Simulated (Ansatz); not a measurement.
# Is the response still linear at 0.4 V/Å? Mo(110), 5 layers

The dipole of a slab grows in proportion to a weak field along its normal. Does the weak-field slope carry to a strong field?

Set-up. Ansatz 0.2.0, plane waves with PAW datasets (its set soft_2), PBE; atoms held at bulk places, 18 Å of vacuum, dipole correction, cell area 7.02 Å², 20×20 k-points, smearing 0.1 eV. Without field the slab has no gap over 0.05 eV.

| run | field (V/Å) | dipole (e·Å) |
| --- | --- | --- |
| run 1 | −0.10 | −0.05031 |
| run 2 | −0.05 | −0.02515 |
| run 3 | 0.00 | 0.00000 |
| run 4 | 0.05 | 0.02515 |
| run 5 | 0.10 | 0.05031 |
| run 6 | 0.40 | ? |

Q: Estimate the withheld value from the rows shown.

A least-squares line through the 5 rows shown has slope 0.503080 and intercept 0.000000; no row lies more than 0.00001 e·Å off it. A perfect conductor with that slope would be 180.95 × 0.50308 / 7.02 = 12.97 Å thick. At 0.40 it gives 0.503080 × 0.40 + 0.000000 = 0.20123 e·Å, beyond the rows fitted. Rounding and scatter of the rows alone allow about ±0.00002 e·Å there.

The run itself gives 0.20139 e·Å: a miss of +0.00016 e·Å. That is under 1 % of the induced dipole, so the response is still linear.

Caveats: Ions are held, so this is the electronic response. Of the series that stay linear within 1 %, this collection keeps about one in seven, and it keeps all that bend.
